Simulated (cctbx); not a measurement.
## X-rays or neutrons for the lightest atoms?

Cell a = 7.1630 Å, b = 6.9610 Å, c = 7.9670 Å, α = 90.00°, β = 90.32°, γ = 90.00°; space group P2_1/m (no. 11); content Ba4 O12 Be4 Li8. The heavier atoms are placed; Li is still missing.

Simulated single-crystal data (cctbx): Mo Kα, λ = 0.71073 Å, to d = 0.7 Å, 70 % of the full sphere, strongest reflection 5000 counts, noise from counting, a 3 % proportional error and a noise floor of 2 counts (s.d.); no absorption.

Refinement without Li (map in e/Å³):

```text
Rint 0.037, 1278 unique reflections to 0.70 A
cycle     R1     wR2    GooF  max shift (A)
   1  0.1811  0.3650   7.526   0.05911
   2  0.0428  0.1039   2.143   0.00008
final R1 0.0428 wR2 0.1039 GooF 2.143  parameters 26  data/parameter 49.2
atom        x        y        z      Ueq    occ   su(xyz)  su(Uiso or U11)
Ba1    0.84687  0.75000  0.03488   0.0052  1.000  0.00008  0.0002
Ba2    0.34804  0.25000  0.45907   0.0049  1.000  0.00008  0.0002
O1     0.68150  0.50404  0.28022   0.0087  1.000  0.00077  0.0009
O2     0.18105  0.99927  0.22034   0.0083  1.000  0.00077  0.0009
O3     0.50126  0.25000  0.00833   0.0090  1.000  0.00106  0.0013
O4     0.00890  0.75000  0.49421   0.0101  1.000  0.00110  0.0014
Be1    0.69445  0.25000  0.18348   0.0115  1.000  0.00204  0.0024
Be2    0.18907  0.75000  0.30817   0.0109  1.000  0.00203  0.0023
difference map: max 8.29 min -1.12 rms 0.46
Q1    0.0502  0.5366  0.6414    4    8.70  1.91 A from O4
Q2    0.4536  0.5339  0.1404    4    8.43  1.94 A from O3
Q3    0.1500  0.2500  0.9490    2    1.21  0.13 A from Ba1
Q4    0.3551  0.2500  0.4426    2    1.02  0.14 A from Ba2
Q5    0.4517  0.2500  0.9222    2    1.00  0.77 A from O3
Q6    0.1401  0.7500  0.5559    2    0.95  1.06 A from O4
Q7    0.2191  0.7500  0.8915    2    0.95  0.86 A from Be1
Q8    0.0277  0.5152  0.2682    4    0.93  1.17 A from O2
```

The data are simulated with cctbx, not measured: neutrons of λ = 1.17 Å, to d = 0.7 Å, 70 % of the full sphere, strongest reflection 5000 counts, noise from counting, a 3 % proportional error and a noise floor of 2 counts (s.d.); no absorption.

Refinement without Li (map in fm/Å³; only maxima are listed):

```text
Rint 0.040, 1278 unique reflections to 0.70 A
cycle     R1     wR2    GooF  max shift (A)
   1  0.2456  0.5106   9.247   0.05951
   2  0.1699  0.3837   6.948   0.00006
final R1 0.1699 wR2 0.3837 GooF 6.948  parameters 26  data/parameter 49.2
atom        x        y        z      Ueq    occ   su(xyz)  su(Uiso or U11)
Ba1    0.84603  0.75000  0.03413   0.0044  1.000  0.00066  0.0009
Ba2    0.34916  0.25000  0.46060   0.0046  1.000  0.00067  0.0009
O1     0.67992  0.50260  0.28036   0.0075  1.000  0.00046  0.0007
O2     0.18018  0.99928  0.21955   0.0067  1.000  0.00046  0.0007
O3     0.49912  0.25000  0.00896   0.0088  1.000  0.00065  0.0009
O4     0.00639  0.75000  0.49200   0.0104  1.000  0.00068  0.0010
Be1    0.68936  0.25000  0.18345   0.0127  1.000  0.00055  0.0008
Be2    0.18854  0.75000  0.30649   0.0108  1.000  0.00054  0.0008
difference map: max 6.59 min -14.11 rms 0.77
Q1    0.1918  0.7500  0.3036    2    6.94  0.03 A from Be2
Q2    0.3017  0.7500  0.8165    2    6.33  0.06 A from Be1
Q3    0.4835  0.7500  0.9764    2    4.40  0.17 A from O3
Q4    0.3097  0.0125  0.7214    4    4.10  0.10 A from O1
Q5    0.1390  0.2500  0.9675    2    3.91  0.11 A from Ba1
Q6    0.0178  0.7500  0.4803    2    3.63  0.12 A from O4
Q7    0.3381  0.2500  0.4450    2    3.40  0.15 A from Ba2
Q8    0.1973  0.0046  0.2312    4    3.16  0.16 A from O2
```

**Question.** Where is Li, and which data fix it better?

Li sits at (0.4529, 0.9666, 0.1391) and (0.9498, 0.4613, 0.3599). Adding it takes R1 from 0.043 to 0.019 with X-rays and from 0.170 to 0.021 with neutrons. Its largest coordinate s.u. is 0.00094 with X-rays and 0.00022 with neutrons, so neutrons fix it better in these data. In the X-ray map Q1 and Q2 mark it. No listed neutron peak is on it. Natural Li has a negative scattering length, so it shows as a hole in the neutron map (minimum -14.1), not among the maxima.

Final neutron refinement:

```text
Rint 0.040, 1278 unique reflections to 0.70 A
cycle     R1     wR2    GooF  max shift (A)
   1  0.1596  0.3337   6.062   0.04687
   2  0.0215  0.0503   0.915   0.00000
final R1 0.0215 wR2 0.0503 GooF 0.915  parameters 34  data/parameter 37.6
atom        x        y        z      Ueq    occ   su(xyz)  su(Uiso or U11)
Ba1    0.84691  0.75000  0.03496   0.0053  1.000  0.00009  0.0001
Ba2    0.34805  0.25000  0.45910   0.0053  1.000  0.00009  0.0001
O1     0.68168  0.50322  0.27999   0.0086  1.000  0.00006  0.0001
O2     0.18133  0.99920  0.22002   0.0085  1.000  0.00006  0.0001
O3     0.50113  0.25000  0.00908   0.0098  1.000  0.00008  0.0001
O4     0.00811  0.75000  0.49235   0.0105  1.000  0.00008  0.0001
Be1    0.69025  0.25000  0.18300   0.0130  1.000  0.00007  0.0001
Be2    0.18822  0.75000  0.30651   0.0107  1.000  0.00007  0.0001
Li1    0.45301  0.96628  0.13876   0.0138  1.000  0.00022  0.0002
Li2    0.95012  0.46087  0.36006   0.0141  1.000  0.00022  0.0002
difference map: max 0.49 min -0.47 rms 0.11
Q1    0.1806  0.7500  0.8671    2    0.50  1.01 A from Be1
Q2    0.1712  0.2500  0.8105    2    0.49  1.24 A from Ba1
Q3    0.4173  0.2500  0.2535    2    0.49  1.71 A from Ba2
Q4    0.3167  0.2500  0.0830    2    0.44  1.45 A from O3
Q5    0.4663  0.7500  0.3750    2    0.40  1.87 A from Ba2
Q6    0.1170  0.1332  0.7417    4    0.40  1.52 A from Li2
```

The model is made up (kin elements in a known structure type, no relaxation), so it says nothing on whether the phase exists.

[Middle refinement cycles are left out of these outputs.]

[Logs are printed without paths, hosts, clocks, repeated set-up lines and the standing remarks that a program may print on its own settings, such as how far it seeks lower states.]
